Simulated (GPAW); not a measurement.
Consider GaFe3 (Fm-3m).

```
Ga Fe
1.0
     0.00000    2.89159    2.89159
     2.89159    0.00000    2.89159
     2.89159    2.89159    0.00000
Ga Fe
1 3
Direct
  0.00000 0.00000 0.00000
  0.25000 0.25000 0.25000
  0.75000 0.75000 0.75000
  0.50000 0.50000 0.50000
```

Absorber: atom 1, with 8 Fe at 2.50 Å and 6 Fe at 2.89 Å (cube and octahedron, as in bcc, site symmetry m-3m). Method: GPAW, LDA, excited-electron core hole (neutral cell), 16-atom cell with 5.8 Å between holes, 3×3×3 k points, dipole transitions, Gaussian full width 1.82 eV up to 4 eV, rising linearly to 3.5 eV at 25 eV.

Question: What does the Ga K edge look like?

Main maxima up to 30 eV above the zero (height): 2.0 eV (0.71), 7.0 eV (1.66), 9.6 eV (1.56), 13.4 eV (1.17), 17.6 eV (1.08) and 27.4 eV (0.93). A K edge sees empty p states on the absorber. 

The Ga K spectrum (energy from the lowest empty level; intensity scaled to a mean of 1 over the first 20 eV):

```csv
E (eV),intensity
-2.0,0.00
-1.5,0.01
-1.0,0.04
-0.5,0.12
0.0,0.24
0.5,0.41
1.0,0.57
1.5,0.68
2.0,0.71
2.5,0.67
3.0,0.63
3.5,0.64
4.0,0.70
4.5,0.76
5.0,0.84
5.5,0.98
6.0,1.23
6.5,1.51
7.0,1.66
7.5,1.60
8.0,1.46
8.5,1.41
9.0,1.48
9.5,1.56
10.0,1.49
10.5,1.26
11.0,1.03
11.5,0.91
12.0,0.94
12.5,1.05
13.0,1.15
13.5,1.17
14.0,1.09
14.5,0.96
15.0,0.83
15.5,0.78
16.0,0.80
16.5,0.90
17.0,1.01
17.5,1.07
18.0,1.04
18.5,0.93
19.0,0.78
19.5,0.64
20.0,0.54
20.5,0.50
21.0,0.50
21.5,0.53
22.0,0.56
22.5,0.59
23.0,0.62
23.5,0.65
24.0,0.68
24.5,0.72
25.0,0.76
25.5,0.81
26.0,0.86
26.5,0.89
27.0,0.92
27.5,0.93
28.0,0.92
28.5,0.89
29.0,0.85
29.5,0.82
30.0,0.83
30.5,0.88
31.0,0.98
31.5,1.11
32.0,1.25
```

The hole lies in one spin channel, while the script sums the empty states of both and takes the lower zero; where the two channels are split, this blurs and shifts the curve. The script folds with a Gaussian, whereas the core hole's own line is a Lorentzian, so the onset is too steep and the first peak too high. The spins start ferromagnetically in a simple order, which needn't be the measured one; gap and edge can depend on it. The holes are only 5.8 Å apart, so the shape is probably not converged with cell size; no larger cell was run here. The mesh is coarse (0.36 Å⁻¹ between points), so small maxima may be mesh ripples. The structure is a computed Materials Project entry and may be a hypothetical form.

[Banner, clock and machine lines of the logs are left out without a mark of their own.]

[Logs are printed without paths, hosts, clocks, repeated set-up lines and the standing remarks that a program may print on its own settings, such as how far it seeks lower states.]

[Hosts, paths, dates, database ids (printed as entryN), source tags and the programs' standing remarks are cut or masked in the printed files.]

[Lists of maxima count a maximum above −3 eV only where it reaches 4 % of the highest in the window and stands out from its surroundings by 2 % of it (1.5 % where it reaches 55 %); shoulders and weaker maxima are passed over, and of the rest the first, up to two pre-edge ones and the few strongest are named.]
